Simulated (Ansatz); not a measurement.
# From PBEsol to G0W0: Ga2AsP (zincblende [001] superlattice) (P-4m2)

Aim: the quasiparticle gap of Ga2AsP (zincblende [001] superlattice) (P-4m2), starting from PBEsol.

Program: Ansatz 0.2.0. Level of theory: PBEsol, then G0W0 on it, plane waves, PAW. Results are calculated unless marked as measured.

The structure was built from a prototype and need not be the compound's stable phase.

### Step 1. Starting point

Symmetry: P-4m2, No. 115, tetragonal system. The conventional cell has a = 3.926 Å, b = 3.926 Å, c = 5.554 Å, α = 90.00°, β = 90.00°, γ = 90.00°. Nearest to Ga lie 2 P at 2.38 Å and 2 As at 2.43 Å. As has 4 Ga at 2.43 Å nearest. Nearest to P lie 4 Ga at 2.38 Å. It derives from GaAs. Farther neighbours are not listed.

The start is a generated structure, not a measured one.

The logs state that the PAW files were generated under PBE.

### Step 2. Relaxing the structure

The structure is relaxed first.

This step: DFT, PBEsol, plane waves, PAW; PAW set soft_1.

input.yaml

```yaml
crystal:
  lattice:
    - [3.9259275598, 0.0, 0.0]
    - [0.0, 3.9259275598, 0.0]
    - [0.0, 0.0, 5.5539592172]
  atoms:
    - { symbol: Ga, position: [0.0, 0.0, 0.1204266859] }
    - { symbol: As, position: [0.5, 0.0, 0.3795733141] }
    - { symbol: Ga, position: [0.5, 0.5, 0.6387199423] }
    - { symbol: P, position: [0.0, 0.5, 0.8795733141] }
kpoints:
  mp_grid: { grid: [6, 6, 4] }
hamiltonian:
  xc: pbesol
  pseudopotentials: { kind: paw, azcp: { folder: soft_1 }, xc_functional: pbe }
scf:
  occupations: { method: fermi_dirac, width: 0.02 }
relax:
  f_tol: 0.015
  max_steps: 100
  cell: {}
output:
  write_density: true
  write_potential: true
  elf: true
  volumetric_format: npy
```

Launch:

```
> ansatz run input.yaml --threads 8 --pin off --max-ram 17510MiB --backend cpu --events-out ev --progress --plain --runs-dir out
```

Numbers of over 12 decimals in the logs are rounded to 6 here.

The log of the run:

```text
Engine: ansatz 0.2.0, aarch64-unknown-linux-gnu
Pseudopotentials: kind: paw
Pseudopotential: Ga, paw, valence charge 13, recommended cutoff 420 eV (normal), soft_1/Ga.paw.azcp
Pseudopotential: As, paw, valence charge 15, recommended cutoff 420 eV (normal), soft_1/As.paw.azcp
Pseudopotential: P, paw, valence charge 5, recommended cutoff 420 eV (normal), soft_1/P.paw.azcp
Functional definition: PBEsol
  exchange = pbesol_x
  correlation = pbesol_c
Crystal: 4 atoms, lattice volume = 85.603 Å³
Basis set: ecut = 420 eV, 1715 PW (Γ), exchange–correlation on 54×54×80 points (8 copies of the dense FFT grid, shifted against one another)
Bands: 28, of which v1, the nominal top of the filled ones, is band 23 counted from 1 (22 counted from 0)
Symmetry: 8 space group operations
Space group: P-4m2 (ITA 115), of the structure as read, at distance tolerance 4.4e-5 Å
k-points: 30 of 144 (time reversal used)
Non-local potential: Ga, projectors of the file, l = 0: 2, l = 1: 2, l = 2: 3, l = 3: 1
Non-local potential: As, projectors of the file, l = 0: 2, l = 1: 2, l = 2: 3, l = 3: 1
Non-local potential: P, projectors of the file, l = 0: 2, l = 1: 2, l = 2: 1
PAW form: soft (Blöchl's): semilocal exchange-correlation on the pseudo side does not see the compensation charge
PAW frozen core: Ga, regenerated for the run's functional, and the local potential with it (the file was generated under x = pbe(κ = 0.804, μ = 0.219515), c = pbe(β = 0.066725))
PAW frozen core: As, regenerated for the run's functional, and the local potential with it (the file was generated under x = pbe(κ = 0.804, μ = 0.219515), c = pbe(β = 0.066725))
PAW frozen core: P, regenerated for the run's functional, and the local potential with it (the file was generated under x = pbe(κ = 0.804, μ = 0.219515), c = pbe(β = 0.066725))
PAW one-centre angular grid: Ga, 590 points (default); XC on 64 Gauss nodes
PAW one-centre angular grid: As, 590 points (default); XC on 64 Gauss nodes
PAW one-centre angular grid: P, 110 points (default); XC on 64 Gauss nodes
Initial density: superposition of atomic densities (chi_scale 0.1, normalization cell, long waves kept (reshape's long-wave potential 0.02 eV rms))
Initial wavefunctions: pseudopotential atomic-orbital guess
Functional: x = pbesol(κ = 0.804, μ = 0.123457), c = pbesol(β = 0.046)
SCF iter   1: F=—  HF=-13041.173324 eV  |F-HF|=—  |Δ(HF+E_count)|=         —  Δρ=4.47e-2  dr2=1.17e0  ethr=3.10e-3  ⟨swp⟩=7.2  Hψ=3982  notcnv=0
preconditioner: auto → Resta (q_TF=auto, 2.460 Å⁻¹)  ε∞=3.8  [insulator: Δε(μ)=1.033 eV  Ē_g=14.325 eV  σ=0.020 eV  W_gap=1.00  n_scr=20 (ndim 8)  ℏωp=24.1 eV  f_vac=0.000  D(μ)=0.00/eV (n_scr^D=0)  ε∞_Penn≈3.8]
SCF iter   2: F=—  HF=-13040.964812 eV  |F-HF|=—  |Δ(HF+E_count)|=   2.09e-1  Δρ=2.47e-2  dr2=3.53e-1  ethr=2.55e-3  ⟨swp⟩=2.1  Hψ=1203  notcnv=0  defer=29
SCF iter   3: F=—  HF=-13040.884659 eV  |F-HF|=—  |Δ(HF+E_count)|=   8.02e-2  Δρ=2.91e-3  dr2=1.17e-2  ethr=7.68e-4  ⟨swp⟩=2.6  Hψ=1171  notcnv=0  defer=29
SCF iter   4: F=—  HF=-13040.883873 eV  |F-HF|=—  |Δ(HF+E_count)|=   7.86e-4  Δρ=1.17e-3  dr2=1.88e-3  ethr=2.53e-5  ⟨swp⟩=3.0  Hψ=1688  notcnv=0  defer=29
SCF iter   5: F=—  HF=-13040.884056 eV  |F-HF|=—  |Δ(HF+E_count)|=   1.83e-4  Δρ=8.31e-4  dr2=4.08e-4  ethr=4.08e-6  ⟨swp⟩=2.0  Hψ=1622  notcnv=0  defer=29
SCF iter   6: F=—  HF=-13040.884333 eV  |F-HF|=—  |Δ(HF+E_count)|=   2.76e-4  Δρ=2.20e-4  dr2=4.56e-5  ethr=8.87e-7  ⟨swp⟩=2.0  Hψ=1376  notcnv=0  defer=29
SCF iter   7: F=—  HF=-13040.884316 eV  |F-HF|=—  |Δ(HF+E_count)|=   1.69e-5  Δρ=6.62e-5  dr2=2.56e-6  ethr=9.92e-8  ⟨swp⟩=2.0  Hψ=1530  notcnv=0  defer=29
SCF iter   8: F=—  HF=-13040.884323 eV  |F-HF|=—  |Δ(HF+E_count)|=   7.11e-6  Δρ=2.12e-5  dr2=2.50e-7  ethr=5.56e-9  ⟨swp⟩=2.0  Hψ=1351  notcnv=0  defer=29
SCF iter   9: F=-13040.884323 eV  HF=-13040.884323 eV  |F-HF|=6.14e-9  |Δ(HF+E_count)|=   5.54e-7  Δρ=3.05e-6  dr2=6.68e-9  ethr=2.17e-10  ⟨swp⟩=9.0  Hψ=5284  notcnv=0
SCF 1 converged in 9 iterations: F = -13040.884323 eV  dr2 = 6.68e-9
  greatest PAW one-centre occupation: 0.999 electrons in one spin orbital (limit 2), on the As atom at site 1 (counted from 0), in its partial waves of l = 2
relax step   1: F+E_penalty+E_count = -13040.88432344 eV  Δ(F+E_penalty+E_count) = +0.000e0 eV  max|allowed force component| = 2.223e-2 eV/Å  Δτ_max = 0.0000 Å  P = -0.228 GPa  Ω = 85.603 Å³  (9 SCF iters, dr2 threshold 1.00e-7 eV, accepted)
[...]
relax step   2: F+E_penalty+E_count = -13040.88462703 eV  Δ(F+E_penalty+E_count) = -3.036e-4 eV  max|allowed force component| = 4.239e-3 eV/Å  Δτ_max = 0.0017 Å  P = -0.040 GPa  Ω = 85.395 Å³  energy of the carried Pulay correction = +3.394e-5 eV  (4 SCF iters, dr2 threshold 2.79e-7 eV, accepted)
[...]
relax step   3: F+E_penalty+E_count = -13040.88458730 eV  Δ(F+E_penalty+E_count) = +3.973e-5 eV  max|allowed force component| = 4.219e-3 eV/Å  Δτ_max = 0.0000 Å  P = -0.040 GPa  Ω = 85.395 Å³  stress off target by 4.57e-2 GPa  SCF on the basis re-selected at this cell (its energy is not comparable with the rows above)  (6 SCF iters)
basis re-selected at this cell: Δ(F+E_penalty+E_count) = +3.973e-5 eV, ΔP = +0.000 GPa vs the last step (what re-selecting the basis moved, of the pressure what is left beyond the Pulay correction that the steps carried, after the strain that the cell walked since its last selection, with what the two solves' SCF thresholds leave and, on support functions, any second-order correction that the steps lacked; it is no m [...]
SCF converged after 6 iterations
Free energy (F): -13040.884587 eV
Harris-Foulkes:  -13040.884587 eV  (|F-HF|=0.00e0)
Internal energy: -13040.884587 eV  (E = F + TS)
E sigma→0 (E₀):  -13040.884587 eV
Fermi energy:    7.999312 eV
--- Per-component energies (eV) ---
  E_band       = -383.941962
  E_kinetic    = 390.607865
  E_local      = -5529.816114  (includes V_loc(G=0)·N_el)
  E_nonlocal   = -543.275993
  E_hartree    = 3240.853400
  E_xc         = -268.024318
  E_vxc        = -247.220304  (∫ρ·V_xc dr)
  E_paw        = -6418.938219  (= ΣΔE_a)
  E_vpaw       = -935.943639  (= ΣTr[D̂ρ^β])
  E_aug_tail   = -0.000429  (compensation charges beyond the density's cutoff)
  E_ewald      = -3915.029262
  E_core_change = 2.738485  (= ΣΔE_core)
  E_smearing   = -0.000000  (= −TS)
  E_closure    = 0.000000  (closes the sum)
  Σ components = -13040.884587   (vs F -13040.884587, Δ=0.00e0)
--- Forces (eV/Å), atoms counted from 1 ---
  atom   1  Ga     0.00000000     0.00000000    -0.00421945
  atom   2  As     0.00000000     0.00000000    -0.00000000
  atom   3  Ga     0.00000000     0.00000000     0.00421945
  atom   4  P      0.00000000     0.00000000    -0.00000000
  max |Σ_I F_I| component: 1.99e-16 eV/Å
--- Stress (GPa, compression-positive) ---
       -0.045745       0.000000       0.000000
        0.000000      -0.045745       0.000000
        0.000000       0.000000      -0.029691
  P = ⅓ Tr σ = -0.0404 GPa (-0.404 kbar)
--- Band table (eV; the first three rows and the last of 30) ---
  k-point 0: bands = [... 19 lower, 4.6978, 7.4478, 7.4711, 7.4711, 8.5107, 8.8934, 9.0275, 11.2081, ... 1 higher]
  k-point 1: bands = [... 19 lower, 4.9482, 5.6731, 6.8164, 6.8164, 8.8392, 9.6573, 10.1429, 10.6932, ... 1 higher]
  k-point 2: bands = [... 19 lower, 5.4709, 5.4709, 5.9893, 5.9893, 9.2049, 9.5844, 10.8293, 10.9595, ... 1 higher]
  k-point 29: bands = [... 19 lower, 3.8434, 3.8434, 3.9945, 4.0174, 12.0370, 12.1214, 12.1742, 12.1742, ... 1 higher]
--- Relaxed structure (2 steps of the walk, 2 accepted, 1 SCFs on fresh bases) ---
  F+E_penalty+E_count = -13040.88458730 eV   max|allowed force component| = 4.219e-3 eV/Å   (the final SCF, on the basis selected at the relaxed cell)
  cell:  # Å, volume = 85.3952 Å³
    - [3.926093, 0.0, 0]
    - [0.0, 3.926093, 0.0]
    - [0, 0.0, 5.540033]
  atoms:
    - { symbol: Ga, position: [0, 0.0, 0.120734] }
    - { symbol: As, position: [0.5, 0.0, 0.379573] }
    - { symbol: Ga, position: [0.5, 0.5, 0.638413] }
    - { symbol: P, position: [0, 0.5, 0.879573] }
```

It took 3.4 s on 8 threads of Arm Neoverse V2, shared host; peak memory 0.46 GiB; 22 s of CPU time.

Relaxation path:

```
step  energy less that of the first step (eV)  largest force component (eV/Å)  pressure (GPa)  volume (Å³)
   1                                   0.0000                          0.0222           -0.23        85.60
   2                                  -0.0003                          0.0042           -0.04        85.40
  3*                                  -0.0003                          0.0042           -0.04        85.40
```

Relaxation steps marked * repeat the geometry before them on a plane-wave basis chosen anew for their cell, so energy and pressure can jump there.

The run keeps the 8 symmetry operations that it works with, so distortions that break them were not tested.

```
conventional cell, symmetrised  before  after  change
                         a (Å)   3.926  3.926  +0.0 %
                         b (Å)   3.926  3.926  +0.0 %
                         c (Å)   5.554  5.540  -0.3 %
              volume (Å³/atom)   21.40  21.35  -0.2 %
```

Final coordinates:

```xyz
4
Lattice="3.9261 0.0000 0.0000 0.0000 3.9261 0.0000 0.0000 0.0000 5.5400" Properties=species:S:1:pos:R:3 pbc="T T T"
Ga    0.0000    0.0000    0.6689
As    1.9630    0.0000    2.1028
Ga    1.9630    1.9630    3.5368
P     0.0000    1.9630    4.8729
```

### Step 3. Bands along the symmetry lines

Levels along a band path and on the mesh show where this functional puts the band edges.

input.yaml

```yaml
crystal:
  lattice:
    - [3.9260928781, 0.0, 0.0]
    - [0.0, 3.9260928781, 0.0]
    - [0.0, 0.0, 5.5400331922]
  atoms:
    - { symbol: Ga, position: [0.0, 0.0, 0.1207339346] }
    - { symbol: As, position: [0.5, 0.0, 0.3795733141] }
    - { symbol: Ga, position: [0.5, 0.5, 0.6384126936] }
    - { symbol: P, position: [0.0, 0.5, 0.8795733141] }
kpoints:
  mp_grid: { grid: [6, 6, 4] }
  band_path:
    path:
      - [[0.0, 0.0, 0.0], [0.0, 0.5, 0.0], [0.5, 0.5, 0.0], [0.0, 0.0, 0.0], [0.0, 0.0, 0.5], [0.0, 0.5, 0.5], [0.5, 0.5, 0.5], [0.0, 0.0, 0.5]]
      - [[0.0, 0.5, 0.0], [0.0, 0.5, 0.5]]
      - [[0.5, 0.5, 0.0], [0.5, 0.5, 0.5]]
    npoints: 10
hamiltonian:
  xc: pbesol
  pseudopotentials: { kind: paw, azcp: { folder: soft_1 }, xc_functional: pbe }
scf:
  occupations: { method: fermi_dirac, width: 0.02 }
  n_extra_bands: 5
output:
  eigenvalues: true
  forces: true
  stress: true
  write_density: true
  write_potential: true
  elf: true
  volumetric_format: npy
```

The log of the run:

```text
[...]
Crystal: 4 atoms, lattice volume = 85.395 Å³
Basis set: ecut = 420 eV, 1691 PW (Γ), exchange–correlation on 54×54×80 points (8 copies of the dense FFT grid, shifted against one another)
Bands: 28, of which v1, the nominal top of the filled ones, is band 23 counted from 1 (22 counted from 0)
Symmetry: 8 space group operations
[...]
k-points: 30 of 144 (time reversal used)
[...]
SCF iter   1: F=—  HF=-13041.174183 eV  |F-HF|=—  |Δ(HF+E_count)|=         —  Δρ=4.48e-2  dr2=1.18e0  ethr=3.10e-3  ⟨swp⟩=7.3  Hψ=3976  notcnv=0
[...]
SCF iter   9: F=-13040.884587 eV  HF=-13040.884587 eV  |F-HF|=6.22e-9  |Δ(HF+E_count)|=   5.60e-7  Δρ=3.08e-6  dr2=7.03e-9  ethr=2.17e-10  ⟨swp⟩=15.3  Hψ=6315  notcnv=0
SCF 1 converged in 9 iterations: F = -13040.884587 eV  dr2 = 7.03e-9
[...]
NSCF: frozen V_eff on 93 k-points
SCF converged after 9 iterations
Free energy (F): -13040.884587 eV
[...]
Internal energy: -13040.884587 eV  (E = F + TS)
E sigma→0 (E₀):  -13040.884587 eV
Fermi energy:    7.999306 eV
[...]
--- Forces (eV/Å), atoms counted from 1 ---
  atom   1  Ga     0.00000000     0.00000000    -0.00422018
  atom   2  As    -0.00000000     0.00000000     0.00000000
  atom   3  Ga     0.00000000     0.00000000     0.00422018
  atom   4  P     -0.00000000     0.00000000     0.00000000
  max |Σ_I F_I| component: 5.29e-17 eV/Å
--- Stress (GPa, compression-positive) ---
       -0.045725       0.000000      -0.000000
        0.000000      -0.045725       0.000000
       -0.000000       0.000000      -0.029670
  P = ⅓ Tr σ = -0.0404 GPa (-0.404 kbar)
--- Band table (eV; the first three rows and the last of 30) ---
  k-point 0: bands = [... 19 lower, 4.6978, 7.4478, 7.4711, 7.4711, 8.5107, 8.8934, 9.0276, 11.2081, ... 1 higher]
  k-point 1: bands = [... 19 lower, 4.9482, 5.6731, 6.8164, 6.8164, 8.8392, 9.6573, 10.1429, 10.6932, ... 1 higher]
  k-point 2: bands = [... 19 lower, 5.4710, 5.4710, 5.9893, 5.9893, 9.2049, 9.5844, 10.8293, 10.9595, ... 1 higher]
  k-point 29: bands = [... 19 lower, 3.8434, 3.8434, 3.9945, 4.0174, 12.0370, 12.1213, 12.1742, 12.1742, ... 1 higher]
```

Elapsed: 2.4 s, on 8 threads; peak memory 0.49 GiB; 17 s of CPU time.

Numbers from this step:

```
pressure             : -0.04037 GPa
filled bands         : 23
gap                  : 1.040 eV
valence top at       : Γ
conduction bottom at : Γ
least direct gap     : 1.040 eV
```

Over mesh and path the gap is 1.040 eV, direct, at k = Γ.

Electronic bands along the path, in eV, zero at the top of the highest nominally filled band:

```
    point  band 20  band 21  band 22  band 23  band 24  band 25  band 26  band 27
        Γ    -2.77    -0.02     0.00     0.00     1.04     1.42     1.56     3.74
  halfway    -2.97    -2.36    -1.40    -0.27     1.87     2.64     4.10     4.22
        X    -3.47    -3.42    -1.54    -0.98     2.60     3.11     5.48     5.53
  halfway    -3.12    -3.11    -2.69    -2.38     2.54     2.64     3.13     3.43
        M    -2.85    -2.72    -2.72    -2.61     1.15     1.63     1.63     1.67
  halfway    -3.65    -3.40    -1.73    -1.71     1.97     3.32     4.62     4.63
        Γ    -2.77    -0.02     0.00     0.00     1.04     1.42     1.56     3.74
  halfway    -2.52    -1.80    -0.65    -0.65     1.37     2.19     2.67     3.22
        Z    -2.00    -2.00    -1.48    -1.48     1.73     2.11     3.36     3.49
  halfway    -1.84    -1.76    -1.69    -1.21     2.24     2.52     4.11     4.33
        R    -1.47    -1.18    -1.13    -0.88     1.20     1.24     4.38     4.49
  halfway    -3.43    -3.15    -1.99    -1.98     3.17     3.19     4.04     4.19
        A    -3.63    -3.63    -3.48    -3.45     4.57     4.65     4.70     4.70
  halfway    -3.57    -3.35    -1.32    -1.17     2.78     2.94     5.25     5.40
        Z    -2.00    -2.00    -1.48    -1.48     1.73     2.11     3.36     3.49
jump to X    -3.47    -3.42    -1.54    -0.98     2.60     3.11     5.48     5.53
  halfway    -2.37    -2.33    -1.50    -0.93     2.16     2.38     4.43     4.61
        R    -1.47    -1.18    -1.13    -0.88     1.20     1.24     4.38     4.49
jump to M    -2.85    -2.72    -2.72    -2.61     1.15     1.63     1.63     1.67
  halfway    -3.21    -3.21    -3.19    -3.09     2.38     2.71     2.77     2.77
        A    -3.63    -3.63    -3.48    -3.45     4.57     4.65     4.70     4.70
```

Electrostatic potential energy in the ca plane at fractional y = 0.000, with atoms of Ga and As within 0.2 Å of it. With pseudopotentials it is smooth inside the atoms' cores, unlike the true potential.

Ten even steps from '_' (-9 eV) to '@' (38 eV), each cell a mean:
```
--@@@@==..----============--..
..::::..::------==========--::
--::::::..____..--==========--
------..__::::__..--==========
====--__::%%%%..__--==========
==----__..****__..--==========
------::________::--========--
::......::::::----========----
::****::..----============--::
==@@@@**..--==============--..
```
Columns run along c (5.5 Å; values clipped at the 3rd and 97th percentile), rows up along a (3.9 Å). Atoms in or near the plane, at fractional coordinates: Ga at (0.12, 0.00), As at (0.38, 0.50).

Valence density in the ca plane at fractional y = 0.000, with atoms of Ga and As within 0.2 Å of it. It is the smooth field of the valence electrons, not physical close to the nuclei.

Values in e/Å³, 10 rows by 15 columns, each cell a mean:
```
 2 14 16  3  0  0  0  0  0  0  0  0  0  0  0
 0  1  1  1  0  0  0  0  0  0  0  0  0  0  0
 0  0  0  0  1  1  1  0  0  0  0  0  0  0  0
 0  0  0  1  1  5  5  1  0  0  0  0  0  0  0
 0  0  0  1  5 28 28  4  1  0  0  0  0  0  0
 0  0  0  1  3 16 16  2  0  0  0  0  0  0  0
 0  0  0  0  1  1  1  1  0  0  0  0  0  0  0
 0  0  1  1  0  0  0  0  0  0  0  0  0  0  0
 1  4  5  1  0  0  0  0  0  0  0  0  0  0  0
 3 26 29  5  1  0  0  0  0  0  0  0  0  0  0
```
Columns run along c (5.5 Å), rows up along a (3.9 Å). Atoms in or near the plane, at fractional coordinates: Ga at (0.12, 0.00), As at (0.38, 0.50).

[end of part 1 of 2]

[Paths, hosts, dates, memory and timing lines, banners, echoed tables and standing remarks are left out of the program output.]

[Logs are printed without paths, hosts, clocks, repeated set-up lines and the standing remarks that a program may print on its own settings, such as how far it seeks lower states.]

[Runs of the session that timed out or met a known fault of the program may be left out.]

[Cells called generated may have been cut or substituted from an entry of the Crystallography Open Database or the Materials Project.]

[Hosts, paths, dates, database ids (printed as entryN), source tags and the programs' standing remarks are cut or masked in the printed files.]

[Where an RPA ε∞ is given, it is that of the G0W0 mesh and is not shown converged in it. Names of k-points follow the symmetry that the program found, which can be lower than the space group named. Band edges on a path are those of the sampled points; other points can move an edge, and change direct to indirect where valleys lie close.]

[Hybrid gaps are those of their k-mesh and are not shown converged in it.]
